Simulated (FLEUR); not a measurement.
**Eu: one coupling from two orders, and a test**

Aim: get Heisenberg couplings of Eu from the energies of collinear orders, with pencil and paper, and test them on an order left out of the fit.

Program: FLEUR MaX-R8.1. Level of theory: PBE with U = 6 eV on Eu f; all-electron FLAPW, Dirac cores, scalar-relativistic bands. Results are calculated unless marked as measured.

The database entry behind the starting cell differs from later determinations by our own check (about 0.5 % long), so it need not match the best structure at ambient conditions.

## Step 1: The structure

The structure is cubic, space group Im-3m (No. 229). Conventional cell: a = 4.606 Å, b = 4.606 Å, c = 4.606 Å, α = 90.00°, β = 90.00°, γ = 90.00°. Nearest to Eu lie 8 Eu at 3.99 Å.

## Step 2: The parallel order

All energies count from this run. The U counters the self-interaction that shrinks the moments of a localised shell.

The file n_mmp_mat seeds the f occupations with whole cubic orbitals by Hund's first rule, so that the U acts from the first pass. inpgen writes inp.xml from crystal.txt; cutoffs, mixing, functional, smearing and local orbitals are then set in the file. The k list default-1 (kpts.xml, not shown) is a Γ-centred 10×10×10 mesh; where the ranks do not divide the number of points, some are split in two of half the weight.

inp.xml

```
<?xml version="1.0" encoding="UTF-8" standalone="no"?>
<fleurInput fleurInputVersion="0.39">
   <comment>
      Eu
   </comment>
   <calculationSetup>
      <cutoffs Kmax="3.6" Gmax="10.8" GmaxXC="10.8" numbands="0"/>
      <scfLoop itmax="120" minDistance="0.0001" maxIterBroyd="15" imix="Anderson" alpha="0.05" precondParam="0.0" spinf="2.0" sdNocoIR="T"/>
      <coreElectrons ctail="T" frcor="F" kcrel="0" coretail_lmax="0"/>
      <xcFunctional name="pbe" relativisticCorrections="F"/>
      <magnetism jspins="2"/>
      <soc l_soc="F" theta="0.0" phi="0.0" spav="F"/>
      <expertModes spex="0" secvar="F"/>
      <geometryOptimization l_f="F" forcealpha="1.0" forcemix="BFGS" epsdisp="0.00001" epsforce="0.00001"/>
      <ldaU l_linMix="F" mixParam="0.05" spinf="1.0"/>
   </calculationSetup>
   <cell>
      <bzIntegration valenceElectrons="17.0" mode="hist" fermiSmearingEnergy="0.00183747">
         <kPointListSelection listName="default-1"/>
         <xi:include xmlns:xi="http://www.w3.org/2001/XInclude" href="kpts.xml"> </xi:include>
      </bzIntegration>
      <xi:include xmlns:xi="http://www.w3.org/2001/XInclude" href="sym.xml"> </xi:include>
      <bulkLattice scale="1.0">
         <bravaisMatrix>
            <row-1>   -4.3520392649537998     4.3520392649537998     4.3520392649537998</row-1>
            <row-2>    4.3520392649537998    -4.3520392649537998     4.3520392649537998</row-2>
            <row-3>    4.3520392649537998     4.3520392649537998    -4.3520392649537998</row-3>
         </bravaisMatrix>
      </bulkLattice>
   </cell>
   <atomSpecies>
      <species name="Europium (7.000" element="Eu" atomicNumber="63">
         <mtSphere radius="2.8" gridPoints="925" logIncrement="0.014"/>
         <atomicCutoffs lmax="10" lnonsphr="8"/>
         <electronConfig flipSpins="F">
            <coreConfig>(1s1/2) (2s1/2) (2p1/2) (2p3/2) (3s1/2) (3p1/2) (3p3/2) (4s1/2) (3d3/2) (3d5/2) (4p1/2) (4p3/2) (4d3/2) (4d5/2)</coreConfig>
            <valenceConfig>(5s1/2) (5p1/2) (5p3/2) (6s1/2) (4f5/2) (4f7/2)</valenceConfig>
            <stateOccupation state="(4f5/2)" spinUp="3.0" spinDown="0.0"/>
            <stateOccupation state="(4f7/2)" spinUp="4.0" spinDown="0.0"/>
         </electronConfig>
         <energyParameters s="6" p="6" d="5" f="4"/>
         <ldaU l="3" U="6.0" J="0.0" l_amf="F"/>
         <lo type="SCLO" l="0" n="5" eDeriv="0"/>
         <lo type="SCLO" l="1" n="5" eDeriv="0"/>
      </species>
   </atomSpecies>
   <atomGroups>
      <atomGroup species="Europium (7.000">
         <relPos label="                   1">.0000000000 .0000000000 .0000000000</relPos>
         <force calculate="T" relaxXYZ="TTT"/>
      </atomGroup>
   </atomGroups>
   <output dos="F" band="F" slice="F">
      <bandDOS minEnergy="-.5*Htr" maxEnergy="0.5*Htr" sigma="0.015" storeEVData="T"/>
      <plotting iplot="0" polar="F">
         <plot TwoD="T" vec1="  1.0  0.0  0.0" vec2="  0.0  1.0  0.0" vec3="  0.0  0.0  1.0" zero="  0.0  0.0  0.0" file="plot"/>
      </plotting>
      <moessbauerParams electricFieldGradient="F" isomerShift="F" coreHyperfine="F" valenceHyperfine="F"/>
   </output>
</fleurInput>
```

crystal.txt

```
Eu
&input film=F cartesian=F /
-2.30300000000  2.30300000000  2.30300000000
2.30300000000  -2.30300000000  2.30300000000
2.30300000000  2.30300000000  -2.30300000000
1.8897261246
1.0 1.0 1.0

1
63 0.00000000000  0.00000000000  0.00000000000 : 7.000

&kpt div1=10 div2=10 div3=10 gamma=T /
```

Started as:

```bash
$ OMP_NUM_THREADS=1 inpgen -f crystal.txt > inpgen.log  # inp.xml is then edited as shown
$ OMP_NUM_THREADS=1 mpirun -n 4 fleur_MPI > fleur.log
```

Log:

```text
Welcome to FLEUR        (www.flapw.de)
      MaX-Release 8.1          (www.max-centre.eu)

 ========== k-point set info ==========
 Selected k-point list: default-1
 k-point list type: mesh
 0 x 0 x 0
 Number of k points: 48

 [... set-up left out ...]
 Iteration:     1   Distance:       2.71873227 me/bohr^3
 Iteration:     2   Distance:       2.57846714 me/bohr^3
 Iteration:     3   Distance:       0.44171433 me/bohr^3
 Iteration:     4   Distance:       0.20446081 me/bohr^3
 Iteration:     5   Distance:       0.20487915 me/bohr^3
[...]
[... left out ...]
            <freeEnergy value="-10852.4752045183"/>
            <extrapolationTo0K value="-10852.4750013583"/>
         </totalEnergy>
         [... left out ...]
         <ldaUDensityMatrixConvergence>
            <distance spin="1" distance="0.000000"/>
            <distance spin="2" distance="0.000000"/>
         </ldaUDensityMatrixConvergence>
         <densityConvergence units="me/bohr^3">
            <chargeDensity spin="1" distance="0.0000313776"/>
            <chargeDensity spin="2" distance="0.0000209733"/>
            <overallChargeDensity distance="0.0000282897"/>
            <spinDensity distance="0.0000452609"/>
         </densityConvergence>
      </iteration>
```

Elapsed: 16 s, on 4 MPI ranks of Arm Neoverse V1, shared host; peak memory 0.2 GiB.

Spin moment in the muffin-tin sphere by atom:

| atom | spin moment in the muffin-tin sphere (μB) |
| --- | --- |
| Eu1 | 7.04 |

Read from the output:

- free energy: -295310.8945 eV
- program's band gap on this mesh (in a metal only a level spacing): 0.01030 eV
- magnetization: 7.364 μB
- final state: ferromagnetic

After 17 cycles the largest moment stands at 7.04 μB.

## Step 3: The orders used for the fit

The other orders were run with the same settings, on meshes that hold the same points. Free energies are divided by the number of Eu atoms; q is in fractions of the reciprocal vectors of the first run's cell.

| order | atoms | mesh | free energy (eV) | eV per Eu | largest moment (μB) |
| --- | --- | --- | --- | --- | --- |
| F + | 1 | 10×10×10 | -295310.8945 | -295310.8945 | 7.04 |
| AF q=(1/2,1/2,1/2) +- | 2 | 5×10×10 | -590621.7635 | -295310.8818 | 6.99 |

## Step 4: Counting neighbours

With E = −Σ J e_i·e_j over ordered pairs of unit vectors, turning a neighbour from parallel to opposed costs 2J a Eu atom. So an order lies 2 Σ n J over the parallel one, n being the opposed neighbours in each shell.

| shell | distance (Å) | neighbours | opposed in AF q=(1/2,1/2,1/2) +- | opposed in AF q=(0,0,1/2) +- |
| --- | --- | --- | --- | --- |
| J1 | 3.99 | 8 | 8 | 4 |
| J2 | 4.61 | 6 | 0 | 4 |

Only J1 is kept.

## Step 5: Solving

```
2 × 8 × J1 = +12.7 meV    (AF q=(1/2,1/2,1/2) +-)
J1 = +0.79 meV
```

## Step 6: The test

The couplings now give the orders that were left out:

```
2 × 4 × (+0.79) = +6.3 meV    (AF q=(0,0,1/2) +-)
```

The runs themselves:

| order | atoms | mesh | free energy (eV) | eV per Eu | largest moment (μB) | over the parallel order (meV) | foretold (meV) |
| --- | --- | --- | --- | --- | --- | --- | --- |
| AF q=(0,0,1/2) +- | 2 | 10×10×5 | -590621.7871 | -295310.8936 | 7.02 | +1.0 | +6.3 |

## Step 7: One more shell

One try is to add the next shell, though changing moments can also cause the miss. Both differences then fix both couplings, and no order is left for a test.

```
2 × 8 × J1 = +12.7 meV    (AF q=(1/2,1/2,1/2) +-)
2 × 4 × J1 + 2 × 4 × J2 = +1.0 meV    (AF q=(0,0,1/2) +-)
J1 = +0.79 meV
J2 = -0.67 meV
```

## Step 8: What came out

- effective coupling of the reversed pairs, counted on J1 (Eu–Eu at 3.99 Å): 0.79 meV
- largest miss on the orders left out: 5.3 meV
- J1 with two shells: 0.79 meV
- J2 with two shells: -0.67 meV

In words: The model misses the order left out by 5.3 meV, 42 % of the largest distance from the parallel order, so it fails: these couplings alone don't describe the crystal. With the next shell added the couplings are J1 = +0.79 and J2 = -0.67 meV, untested. The largest moments of the orders differ by 0.75 % of the greatest. One difference fixes one number: it sums all reversed shells and need not be the coupling of the nearest one, even in sign. The f shell is half filled, so the spin-only picture is fair.

[Logs and program files are shortened in this print: banners, set-up blocks, solver, clock and traceback lines can be left out without a mark of their own.]

[Logs are printed without paths, hosts, clocks, repeated set-up lines and the standing remarks that a program may print on its own settings, such as how far it seeks lower states.]

[Hosts, paths, dates, database ids (printed as entryN), source tags and the programs' standing remarks are cut or masked in the printed files.]

[Where a cell is said to come from a database of computed structures, the database is the Materials Project.]
